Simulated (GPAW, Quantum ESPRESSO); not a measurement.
# As K-edge XANES of As (R-3m)

Do two independent programs agree on the As K edge of As (R-3m)? The same cell and functional are run with XSpectra and with GPAW.

Main program and level: Quantum ESPRESSO 7.5; core-hole supercells, plane-wave PAW PBE (first program; GPAW 26.7.0 follows as the second).

This is a report of a sequence of runs, with most program output left out.

The database entry behind the starting cell differs from later determinations by our own check (old inner coordinate), so it need not match the best structure at ambient conditions.

## Step 1: Starting point

It takes space group R-3m (No. 166, trigonal). Conventional cell: a = 3.762 Å, b = 3.762 Å, c = 10.542 Å, α = 90.00°, β = 90.00°, γ = 120.00°. Nearest to As lie 3 As at 2.51 Å.

As a file:

```cif
data_structure
_symmetry_space_group_name_H-M 'R-3m:H'
_symmetry_Int_Tables_number 166
_cell_length_a 3.7616
_cell_length_b 3.7616
_cell_length_c 10.5422
_cell_angle_alpha 90.000
_cell_angle_beta 90.000
_cell_angle_gamma 120.000
_cell_volume 129.18
loop_
_atom_site_label
_atom_site_type_symbol
_atom_site_symmetry_multiplicity
_atom_site_Wyckoff_symbol
_atom_site_fract_x
_atom_site_fract_y
_atom_site_fract_z
_atom_site_occupancy
As1 As 6 c 0.00000 0.00000 0.22600 1
```

## Step 2: Ground state of the crystal (Quantum ESPRESSO)

The ground state comes first: it tells whether the system has a gap, which decides how the excited electron is treated.

The PAW data sets are made with ld1.x, with reconstruction data.

Contents of scf.in:

```
&control
   calculation='scf', prefix='x', pseudo_dir='../pp', outdir='tmp', tprnfor=.true.
/
&system
   ibrav=0, nat=2, ntyp=2, nbnd=9
   ecutwfc=40, ecutrho=220
   occupations='smearing', smearing='mv', degauss=0.015
/
&electrons
   conv_thr=2.0e-08, electron_maxstep=120
   mixing_beta=0.5
/
ATOMIC_SPECIES
As3 1.0 As.pbe-nx-kjpaw.UPF
As 1.0 As.pbe-nx-kjpaw.UPF
CELL_PARAMETERS angstrom
  1.88079690 1.08587860 3.51406199
  -1.88079690 1.08587860 3.51406199
  0.00000000 -2.17175719 3.51406199
ATOMIC_POSITIONS crystal
As3  0.22600000 0.22600000 0.22600000
As   0.77400000 0.77400000 0.77400000
K_POINTS automatic
9 9 9 0 0 0
```

Run with:

```bash
OMP_NUM_THREADS=1 mpirun --oversubscribe --bind-to none -np 4 pw.x -nk 4 -in scf.in > scf.out
```

It took 3.3 s on 4 MPI ranks of Arm Neoverse V1, shared host; peak memory 0.06 GiB.

Absorbing atoms carry a label of their own (element plus a letter or digit), as the spectrum program needs them as separate species.

The mesh shows no gap, so the system is treated as a metal and the core electron is put at the Fermi level (neutral cell).

## Step 3: Spectrum without a core hole, As atom 1 (Quantum ESPRESSO)

This cheap baseline ignores the attraction of the hole: it shows the absorber's empty states as they are in the ground state.

The absorber has 3 As at 2.51 Å (pyramidal, site symmetry 3m).

Contents of xspectra.in:

```
&input_xspectra
   calculation='xanes_dipole', edge='K'
   prefix='x', outdir='tmp', xiabs=1, xe0=7.6338
   xonly_plot=.false., x_save_file='xanes.sav'
   xniter=3000, xcheck_conv=20, xerror=0.005
   xcoordcrys=.false., xepsilon(1)=1, xepsilon(2)=0, xepsilon(3)=0
/
&plot
   xnepoint=501, xemin=-10, xemax=70, terminator=.true., cut_occ_states=.true.
   xgamma=0.4
/
&pseudos
   filecore='../As.wfc'
/
&cut_occ
   cut_desmooth=0.1, cut_stepl=0.05, cut_stepu=0.05, cut_ierror=1e-5
/
8 8 8 0 0 0
```

Run with:

```bash
OMP_NUM_THREADS=1 mpirun --oversubscribe --bind-to none -np 4 xspectra.x -nk 4 -in xspectra.in > xspectra.out
```

Run time: 50 s. Hardware: 4 MPI ranks; peak memory 0.08 GiB; 3.3 min of CPU time.

The core hole lives too briefly for so narrow a line (tabulated full width 2.1 eV). The run keeps xgamma small, and the tables are broadened afterwards: Lorentzian half width 1.07 eV up to 4 eV, rising linearly to 1.75 eV at 25 eV (not a setting of the program: the run's 0.4 eV curve was folded afterwards with a further Lorentzian).

The As K spectrum, As atom 1, no core hole (energy from the energy zero of the input (xe0, at the border of filled and empty states); intensity scaled to a mean of 1 over the first 20 eV; folded afterwards to Lorentzian half width 1.07 eV up to 4 eV, rising linearly to 1.75 eV at 25 eV; the points at xe0, where the cut of filled states can leave a spike, are interpolated; polarised curves are means over the symmetry-equivalent atoms):

```csv
E (eV),isotropic,ε ⊥ c,ε ∥ c
-2.0,0.21,0.21,0.20
-1.5,0.26,0.26,0.26
-1.0,0.33,0.33,0.33
-0.5,0.45,0.45,0.46
0.0,0.64,0.64,0.64
0.5,0.89,0.90,0.87
1.0,1.18,1.19,1.14
1.5,1.41,1.42,1.38
2.0,1.55,1.55,1.54
2.5,1.62,1.63,1.59
3.0,1.65,1.70,1.54
3.5,1.64,1.72,1.48
4.0,1.57,1.65,1.41
4.5,1.46,1.52,1.34
5.0,1.37,1.40,1.32
5.5,1.30,1.29,1.32
6.0,1.22,1.19,1.29
6.5,1.13,1.09,1.20
7.0,1.00,0.99,1.04
7.5,0.87,0.88,0.85
8.0,0.78,0.81,0.72
8.5,0.72,0.76,0.64
9.0,0.69,0.73,0.60
9.5,0.69,0.74,0.61
10.0,0.72,0.76,0.63
10.5,0.76,0.81,0.68
11.0,0.80,0.85,0.72
11.5,0.84,0.88,0.76
12.0,0.87,0.91,0.79
12.5,0.89,0.93,0.82
13.0,0.89,0.92,0.83
13.5,0.87,0.89,0.83
14.0,0.84,0.85,0.83
14.5,0.82,0.82,0.83
15.0,0.81,0.80,0.83
15.5,0.81,0.79,0.85
16.0,0.82,0.80,0.87
16.5,0.83,0.80,0.89
17.0,0.84,0.81,0.89
17.5,0.84,0.81,0.89
18.0,0.84,0.81,0.89
18.5,0.82,0.80,0.88
19.0,0.81,0.79,0.86
19.5,0.80,0.78,0.85
20.0,0.80,0.79,0.83
20.5,0.80,0.80,0.81
21.0,0.80,0.81,0.80
21.5,0.81,0.81,0.80
22.0,0.80,0.80,0.80
22.5,0.80,0.80,0.81
23.0,0.80,0.79,0.81
23.5,0.80,0.79,0.82
24.0,0.79,0.78,0.81
24.5,0.79,0.78,0.80
25.0,0.78,0.78,0.79
25.5,0.78,0.78,0.79
26.0,0.78,0.78,0.79
26.5,0.78,0.77,0.79
27.0,0.77,0.77,0.79
27.5,0.77,0.76,0.79
28.0,0.77,0.75,0.80
28.5,0.77,0.75,0.81
29.0,0.78,0.75,0.82
29.5,0.79,0.76,0.83
30.0,0.80,0.78,0.84
30.5,0.81,0.80,0.84
31.0,0.82,0.82,0.83
31.5,0.83,0.83,0.83
32.0,0.83,0.82,0.83
```

Main maxima below 30 eV (height): 3.1 eV (1.65) and 12.7 eV (0.89). A K edge sees empty p states on the absorber.

## Step 4: Reference energy of the supercell (Quantum ESPRESSO)

The photon energy needs a difference of total energies, so the cell and mesh of the coming hole run are first run without a hole.

Contents of scf.in:

```
&control
   calculation='scf', prefix='x', pseudo_dir='../pp', outdir='tmp', tprnfor=.true.
/
&system
   ibrav=0, nat=12, ntyp=1, nbnd=37
   ecutwfc=40, ecutrho=220
   occupations='smearing', smearing='mv', degauss=0.015
/
&electrons
   conv_thr=1.2e-07, electron_maxstep=120
   mixing_beta=0.5
/
ATOMIC_SPECIES
As 1.0 As.pbe-nx-kjpaw.UPF
CELL_PARAMETERS angstrom
  -5.64239070 3.25763579 0.00000000
  -3.76159380 -4.34351438 -3.51406199
  -1.88079690 -5.42939298 3.51406199
ATOMIC_POSITIONS crystal
As   0.11300000 0.66100000 0.33900000
As   0.11300000 0.99433333 0.67233333
As   0.61300000 0.82766667 0.50566667
As   0.11300000 0.32766667 0.00566667
As   0.61300000 0.16100000 0.83900000
As   0.61300000 0.49433333 0.17233333
As   0.38700000 0.83900000 0.16100000
As   0.38700000 0.17233333 0.49433333
As   0.88700000 0.00566667 0.32766667
As   0.38700000 0.50566667 0.82766667
As   0.88700000 0.33900000 0.66100000
As   0.88700000 0.67233333 0.99433333
K_POINTS automatic
4 4 4 0 0 0
```

Run with:

```bash
OMP_NUM_THREADS=1 mpirun --oversubscribe --bind-to none -np 4 pw.x -nk 4 -in scf.in > scf.out
```

Wall time 34 s (4 MPI ranks); peak memory 0.16 GiB.

Reference energy: -738292.523 eV with the cores included.

## Step 5: The atom with a core hole (Quantum ESPRESSO)

The frozen core must hold the hole, so the absorber gets a data set of its own.

Contents of As.pbe-nx-kjpaw-1sch.ld1.in:

```
&input
   title='As', zed=33., rel=1, iswitch=3, dft='PBE',
   config='1s1 2s2 2p6 3s2 3p6 4s2 4p4 3d10 4d-1'
/
&inputp
   file_pseudopw='As.pbe-nx-kjpaw-1sch.UPF', author='',
   lpaw=.true.,
   pseudotype=3,
   lloc=2,
   which_augfun='PSQ',
   rmatch_augfun_nc=.true.,
   nlcc=.true.,
   new_core_ps=.true.,
   rcore=1.5,
   tm=.true.,
   zval=6,
   lgipaw_reconstruction=.true., use_paw_as_gipaw=.true.
/
5
4S  1  0  2.00  0.00  1.60  1.80  0.0
4S  1  0  0.00  0.40  1.60  1.80  0.0
4P  2  1  4.00  0.00  1.60  2.00  0.0
4P  2  1  0.00  2.00  1.60  2.00  0.0
4D  3  2  -2.00  0.50  2.00  2.00  0.0
```

Run with:

```bash
ld1.x < As.pbe-nx-kjpaw-1sch.ld1.in > As.pbe-nx-kjpaw-1sch.ld1.out
```

Wall time 0.76 s (1 MPI rank); peak memory 0.13 GiB.

Removing the core electron and adding it to the valence shell costs the free atom 11908.2 eV.

## Step 6: Supercell with XCH, As atom 1 (Quantum ESPRESSO)

The holes are 6.5 Å apart. The excited electron is kept in the cell, where it fills the lowest empty states and screens the hole.

Edit scf.in of step 4 so:

```diff
@@ -4,3 +4,3 @@
 &system
-   ibrav=0, nat=12, ntyp=1, nbnd=37
+   ibrav=0, nat=12, ntyp=2, nbnd=38
    ecutwfc=40, ecutrho=220
@@ -13,2 +13,3 @@
 ATOMIC_SPECIES
+As0 1.0 As.pbe-nx-kjpaw-1sch.UPF
 As 1.0 As.pbe-nx-kjpaw.UPF
@@ -19,3 +20,3 @@
 ATOMIC_POSITIONS crystal
-As   0.11300000 0.66100000 0.33900000
+As0  0.11300000 0.66100000 0.33900000
 As   0.11300000 0.99433333 0.67233333
```

Run with:

```bash
OMP_NUM_THREADS=1 mpirun --oversubscribe --bind-to none -np 4 pw.x -nk 4 -in scf.in > scf.out
```

Run time: 39 s. Hardware: 4 MPI ranks; peak memory 0.16 GiB; 2.6 min of CPU time.

Energy with the hole: -726382.387 eV, cores included.

## Step 7: Spectrum with XCH, As atom 1 (Quantum ESPRESSO)

The Lanczos recursion gives the spectrum without computing empty bands; each polarisation needs a run of its own on the full k mesh. xe0 is set between filled and empty states, and states below it are cut, here at the Fermi level, which holds the excited electron. The file of filecore holds the core orbital, taken from the hole-free data set.

Edit xspectra.in of step 3 so:

```diff
@@ -2,3 +2,3 @@
    calculation='xanes_dipole', edge='K'
-   prefix='x', outdir='tmp', xiabs=1, xe0=7.6338
+   prefix='x', outdir='tmp', xiabs=1, xe0=8.0828
    xonly_plot=.false., x_save_file='xanes.sav'
@@ -17,2 +17,2 @@
 /
-8 8 8 0 0 0
+4 4 4 0 0 0
```

xspectra_1.in, as its differences from xspectra.in of step 7:

```diff
@@ -5,3 +5,3 @@
    xniter=3000, xcheck_conv=20, xerror=0.005
-   xcoordcrys=.false., xepsilon(1)=1, xepsilon(2)=0, xepsilon(3)=0
+   xcoordcrys=.false., xepsilon(1)=0, xepsilon(2)=1, xepsilon(3)=0
 /
```

xspectra_2.in, as its differences from xspectra_1.in of step 7:

```diff
@@ -5,3 +5,3 @@
    xniter=3000, xcheck_conv=20, xerror=0.005
-   xcoordcrys=.false., xepsilon(1)=0, xepsilon(2)=1, xepsilon(3)=0
+   xcoordcrys=.false., xepsilon(1)=0, xepsilon(2)=0, xepsilon(3)=1
 /
```

Run with:

```bash
OMP_NUM_THREADS=1 mpirun --oversubscribe --bind-to none -np 4 xspectra.x -nk 4 -in xspectra.in > xspectra.out
```

Run time: 2.7 min. Hardware: 4 MPI ranks; peak memory 0.11 GiB; 11 min of CPU time.

The As K spectrum, As atom 1, excited-electron core hole (neutral cell) (energy from the energy zero of the input (xe0, at the border of filled and empty states); intensity scaled to a mean of 1 over the first 20 eV; folded afterwards to Lorentzian half width 1.07 eV up to 4 eV, rising linearly to 1.75 eV at 25 eV; the points at xe0, where the cut of filled states can leave a spike, are interpolated; polarised curves are means over the symmetry-equivalent atoms):

```csv
E (eV),isotropic,ε ⊥ c,ε ∥ c
-2.00,0.33,0.34,0.30
-1.25,0.51,0.53,0.47
-0.50,0.90,0.94,0.82
0.25,1.49,1.56,1.36
1.00,1.80,1.87,1.66
1.75,1.73,1.80,1.58
2.50,1.56,1.65,1.38
3.25,1.38,1.46,1.24
4.00,1.23,1.26,1.17
4.75,1.11,1.09,1.14
5.50,1.03,1.00,1.09
6.25,0.89,0.88,0.91
7.00,0.74,0.76,0.69
7.75,0.66,0.70,0.58
8.50,0.66,0.71,0.56
9.25,0.71,0.76,0.62
10.00,0.79,0.84,0.70
10.75,0.86,0.90,0.79
11.50,0.90,0.93,0.85
12.25,0.91,0.93,0.87
13.00,0.89,0.89,0.88
13.75,0.86,0.84,0.88
14.50,0.84,0.81,0.89
15.25,0.85,0.81,0.91
16.00,0.86,0.83,0.94
16.75,0.87,0.84,0.95
17.50,0.87,0.83,0.93
18.25,0.85,0.83,0.90
19.00,0.84,0.83,0.87
19.75,0.84,0.83,0.84
20.50,0.84,0.83,0.84
21.25,0.84,0.84,0.85
22.00,0.85,0.84,0.85
22.75,0.85,0.85,0.86
23.50,0.84,0.83,0.85
24.25,0.82,0.82,0.84
25.00,0.81,0.80,0.83
25.75,0.81,0.80,0.83
26.50,0.81,0.80,0.83
27.25,0.82,0.81,0.84
28.00,0.83,0.81,0.86
28.75,0.84,0.82,0.87
29.50,0.85,0.84,0.88
30.25,0.86,0.85,0.88
31.00,0.86,0.86,0.86
31.75,0.86,0.86,0.85
```

Main maxima below 30 eV (height): 1.2 eV (1.81) and 11.9 eV (0.91). 

## Step 8: The field without a hole (GPAW)

The second program starts from its own ground state, on the same cell and functional.

Contents of scf.py:

```python
import numpy as np
from ase import Atoms
from ase.parallel import parprint, paropen
from gpaw import GPAW, PW, FermiDirac, Mixer, MixerDif, setup_paths
from gpaw.test import gen
setup_paths.insert(0, '.')
gen('As', name='nch1s', xcname='PBE', corehole=(1, 0, 0), write_xml=True)
from gpaw.mpi import world
world.barrier()

atoms = Atoms('As2',
    cell=[[1.8807969, 1.0858786, 3.51406199],
     [-1.8807969, 1.0858786, 3.51406199],
     [0, -2.17175719, 3.51406199]],
    scaled_positions=[[0.226, 0.226, 0.226],
     [0.774, 0.774, 0.774]],
    pbc=True)
atoms.calc = calc = GPAW(legacy_gpaw=True, mode=PW(500, force_complex_dtype=True), xc='PBE', setups={0: 'nch1s'},
    kpts={'size': (8, 8, 8), 'gamma': True}, occupations=FermiDirac(0.05),
    charge=0, mixer=Mixer(0.1, 5, 50), maxiter=150,
    convergence={'density': 0.0001, 'eigenstates': 1e-6}, txt='scf.txt')
energy = atoms.get_potential_energy() + calc.get_reference_energy()
ef = calc.get_fermi_level()
out = dict(energy=energy, fermi=ef, forces=atoms.get_forces().tolist())
parprint(f'all-electron energy {energy:.4f} eV, Fermi level {ef:.4f} eV')
ev = np.array([[calc.get_eigenvalues(k, s) for k in range(len(calc.get_ibz_k_points()))] for s in range(calc.get_number_of_spins())])
out['homo'], out['lumo'], out['counts'] = ev[ev < ef].max(), ev[ev > ef].min(), sorted(set((ev < ef).sum((0, 2)).tolist()))
out['filled'] = (ev[:, 0] < ef).sum(1).tolist()
import json
with paropen('out.json', 'w') as f:
    json.dump(out, f)
```

Run with:

```bash
OMP_NUM_THREADS=1 mpirun -n 4 gpaw python scf.py
```

Run time: 11 s. Hardware: 4 MPI ranks; peak memory 0.18 GiB; 42 s of CPU time.

The mesh shows no gap, so the system is treated as a metal and the core electron is put at the Fermi level (neutral cell).

## Step 9: Spectrum without a core hole, As atom 1 (GPAW)

Without a hole the spectrum is the empty density of states of the right symmetry on the absorber, weighted by matrix elements. It needs only the small cell and serves as the baseline. The data set with a hole of occupation 0 only carries the core orbital.

Contents of xas.py:

```python
import numpy as np
from ase import Atoms
from ase.parallel import parprint, paropen
from gpaw import GPAW, PW, FermiDirac, Mixer, MixerDif, setup_paths
from gpaw.test import gen
setup_paths.insert(0, '.')
gen('As', name='nch1s', xcname='PBE', corehole=(1, 0, 0), write_xml=True)
from gpaw.mpi import world
world.barrier()

atoms = Atoms('As2',
    cell=[[1.8807969, 1.0858786, 3.51406199],
     [-1.8807969, 1.0858786, 3.51406199],
     [0, -2.17175719, 3.51406199]],
    scaled_positions=[[0.226, 0.226, 0.226],
     [0.774, 0.774, 0.774]],
    pbc=True)
atoms.calc = calc = GPAW(legacy_gpaw=True, mode=PW(500, force_complex_dtype=True), xc='PBE', setups={0: 'nch1s'},
    kpts={'size': (11, 11, 11), 'gamma': True}, occupations=FermiDirac(0.1),
    charge=0, mixer=Mixer(0.1, 5, 50), maxiter=150,
    convergence={'density': 0.0001, 'eigenstates': 1e-6}, txt='scf.txt')
energy = atoms.get_potential_energy() + calc.get_reference_energy()
ef = calc.get_fermi_level()
out = dict(energy=energy, fermi=ef, forces=atoms.get_forces().tolist())
parprint(f'all-electron energy {energy:.4f} eV, Fermi level {ef:.4f} eV')
ev = np.array([[calc.get_eigenvalues(k, s) for k in range(len(calc.get_ibz_k_points()))] for s in range(calc.get_number_of_spins())])
out['homo'], out['lumo'], out['counts'] = ev[ev < ef].max(), ev[ev > ef].min(), sorted(set((ev < ef).sum((0, 2)).tolist()))
out['filled'] = (ev[:, 0] < ef).sum(1).tolist()

from ase.units import Ha
from gpaw.xas import dipole_matrix_elements
nb = int(calc.get_number_of_electrons() / 2) + 29
top = nb
nscf = calc.fixed_density(kpts={'size': (10, 10, 10), 'gamma': True},
    convergence={'eigenstates': 1.0}, txt='nscf.txt')
nscf.diagonalize_full_hamiltonian(nbands=nb)
cell = atoms.cell.array
ops = [cell.T @ U.T @ np.linalg.inv(cell.T) for U in nscf.wfs.kd.symmetry.op_scc]
E = np.arange(-25, 34, 0.1)
fwhm = np.interp(E, [4, 25], [2.14, 3.5])
Y, X, zero, highest = 0, 0, 1e9, 1e9
for spin in range(nscf.get_number_of_spins()):
    wfs = nscf.wfs
    mine = wfs.bd.get_slice()  # this rank's bands
    A = dipole_matrix_elements(wfs.setups[0])
    eps = np.zeros((wfs.kd.nibzkpts, nb))
    d = np.zeros((3, A.shape[1], wfs.kd.nibzkpts, nb), complex)
    for kpt in wfs.kpt_u:
        if kpt.s == spin and 0 in kpt.P_ani:
            eps[kpt.k, mine] = kpt.eps_n * Ha
            d[:, :, kpt.k, mine] = (kpt.weight * wfs.nspins / 2) ** 0.5 * np.inner(A, kpt.P_ani[0])
    world.sum(eps)
    world.sum(d)
    T = np.einsum('amkn,bmkn->abkn', d, d.conj()).real
    T = sum(np.einsum('ai,ijkn,bj->abkn', R, T, R) for R in ops) / len(ops)
    empty = eps > ef
    zero, highest = min(zero, eps[empty].min()), min(highest, eps[:, top - 1].min())
    lines = [(eps, T, empty)] if spin == 0 else lines + [(eps, T, empty)]
for eps, T, empty in lines:
    f = np.einsum('aakn->akn', T).reshape(3, -1)
    x = eps.ravel() - zero
    w = np.interp(x, E, fwhm) / 2.35482
    g = np.exp(-0.5 * ((E[:, None] - x) / w) ** 2) / (w * (2 * np.pi) ** 0.5)
    Y = Y + (f * empty.ravel()) @ g.T
    X = X + (f * ~empty.ravel()) @ g.T
out.update(E=E.round(2).tolist(), xas=Y.tolist(), xes=X.tolist(), zero=zero, valid=highest - zero, nk=len(eps), nb=nb)
for i in range(0, len(E), 10):
    parprint(f'{E[i]:7.2f}', *(f'{v:10.3e}' for v in Y[:, i]))
import json
with paropen('out.json', 'w') as f:
    json.dump(out, f)
```

Run with:

```bash
OMP_NUM_THREADS=1 mpirun -n 4 gpaw python xas.py
```

Elapsed: 4.1 min, on 4 MPI ranks; peak memory 0.38 GiB; 16 min of CPU time.

The As K spectrum, As atom 1, no core hole (energy from the lowest empty level; intensity scaled to a mean of 1 over the first 20 eV; polarised curves are means over the symmetry-equivalent atoms):

| E (eV) | isotropic | ε ⊥ c | ε ∥ c |
| --- | --- | --- | --- |
| -2.0 | 0.01 | 0.01 | 0.01 |
| -1.5 | 0.03 | 0.03 | 0.03 |
| -1.0 | 0.09 | 0.10 | 0.09 |
| -0.5 | 0.26 | 0.26 | 0.25 |
| 0.0 | 0.54 | 0.55 | 0.52 |
| 0.5 | 0.93 | 0.95 | 0.90 |
| 1.0 | 1.35 | 1.36 | 1.34 |
| 1.5 | 1.69 | 1.69 | 1.70 |
| 2.0 | 1.90 | 1.90 | 1.91 |
| 2.5 | 1.97 | 2.00 | 1.91 |
| 3.0 | 1.94 | 2.03 | 1.78 |
| 3.5 | 1.85 | 1.97 | 1.61 |
| 4.0 | 1.72 | 1.84 | 1.47 |
| 4.5 | 1.56 | 1.64 | 1.40 |
| 5.0 | 1.42 | 1.44 | 1.39 |
| 5.5 | 1.32 | 1.28 | 1.41 |
| 6.0 | 1.22 | 1.15 | 1.38 |
| 6.5 | 1.08 | 1.01 | 1.22 |
| 7.0 | 0.89 | 0.85 | 0.97 |
| 7.5 | 0.70 | 0.70 | 0.69 |
| 8.0 | 0.56 | 0.60 | 0.49 |
| 8.5 | 0.50 | 0.55 | 0.38 |
| 9.0 | 0.49 | 0.55 | 0.36 |
| 9.5 | 0.53 | 0.59 | 0.40 |
| 10.0 | 0.59 | 0.65 | 0.47 |
| 10.5 | 0.67 | 0.73 | 0.56 |
| 11.0 | 0.75 | 0.81 | 0.64 |
| 11.5 | 0.82 | 0.87 | 0.71 |
| 12.0 | 0.86 | 0.91 | 0.75 |
| 12.5 | 0.87 | 0.92 | 0.78 |
| 13.0 | 0.86 | 0.90 | 0.78 |
| 13.5 | 0.83 | 0.85 | 0.78 |
| 14.0 | 0.79 | 0.80 | 0.78 |
| 14.5 | 0.76 | 0.75 | 0.79 |
| 15.0 | 0.75 | 0.72 | 0.79 |
| 15.5 | 0.75 | 0.71 | 0.81 |
| 16.0 | 0.76 | 0.72 | 0.84 |
| 16.5 | 0.78 | 0.73 | 0.87 |
| 17.0 | 0.79 | 0.75 | 0.89 |
| 17.5 | 0.80 | 0.76 | 0.90 |
| 18.0 | 0.80 | 0.76 | 0.89 |
| 18.5 | 0.79 | 0.75 | 0.86 |
| 19.0 | 0.77 | 0.75 | 0.83 |
| 19.5 | 0.76 | 0.74 | 0.79 |
| 20.0 | 0.75 | 0.74 | 0.77 |
| 20.5 | 0.74 | 0.74 | 0.76 |
| 21.0 | 0.75 | 0.75 | 0.76 |
| 21.5 | 0.76 | 0.76 | 0.76 |
| 22.0 | 0.77 | 0.77 | 0.78 |
| 22.5 | 0.78 | 0.78 | 0.79 |
| 23.0 | 0.79 | 0.78 | 0.79 |
| 23.5 | 0.78 | 0.77 | 0.80 |
| 24.0 | 0.77 | 0.76 | 0.79 |
| 24.5 | 0.76 | 0.75 | 0.78 |
| 25.0 | 0.75 | 0.74 | 0.78 |
| 25.5 | 0.74 | 0.73 | 0.77 |
| 26.0 | 0.74 | 0.73 | 0.77 |
| 26.5 | 0.75 | 0.73 | 0.78 |
| 27.0 | 0.75 | 0.74 | 0.78 |
| 27.5 | 0.76 | 0.74 | 0.79 |
| 28.0 | 0.77 | 0.75 | 0.80 |
| 28.5 | 0.78 | 0.77 | 0.82 |
| 29.0 | 0.80 | 0.78 | 0.83 |
| 29.5 | 0.82 | 0.81 | 0.84 |
| 30.0 | 0.83 | 0.83 | 0.84 |
| 30.5 | 0.85 | 0.85 | 0.85 |
| 31.0 | 0.85 | 0.86 | 0.85 |
| 31.5 | 0.85 | 0.85 | 0.84 |
| 32.0 | 0.84 | 0.84 | 0.83 |

Main maxima below 30 eV (height): 2.6 eV (1.97), 12.6 eV (0.87), 17.6 eV (0.80) and 23.0 eV (0.79). 

The same matrix elements for filled bands give the As K emission of As atom 1 (ground-state approximation; energy from the lowest empty level, largest value 1):

```csv
E (eV),emission
-24.00,0.00
-23.25,0.00
-22.50,0.00
-21.75,0.00
-21.00,0.00
-20.25,0.00
-19.50,0.00
-18.75,0.00
-18.00,0.00
-17.25,0.00
-16.50,0.00
-15.75,0.00
-15.00,0.01
-14.25,0.02
-13.50,0.03
-12.75,0.04
-12.00,0.04
-11.25,0.05
-10.50,0.06
-9.75,0.06
-9.00,0.05
-8.25,0.04
-7.50,0.07
-6.75,0.18
-6.00,0.37
-5.25,0.59
-4.50,0.79
-3.75,0.95
-3.00,1.00
-2.25,0.88
-1.50,0.65
-0.75,0.40
0.00,0.19
0.75,0.06
1.50,0.01
2.25,0.00
3.00,0.00
```

Emission maxima: -3.2 eV (1.00).

[end of part 1 of 2]

[Logs are printed without paths, hosts, clocks, repeated set-up lines and the standing remarks that a program may print on its own settings, such as how far it seeks lower states.]

[Hosts, paths, dates, database ids (printed as entryN), source tags and the programs' standing remarks are cut or masked in the printed files.]

[Lists of maxima count a maximum above −3 eV only where it reaches 4 % of the highest in the window and stands out from its surroundings by 2 % of it (1.5 % where it reaches 55 %); shoulders and weaker maxima are passed over, and of the rest the first, up to two pre-edge ones and the few strongest are named.]
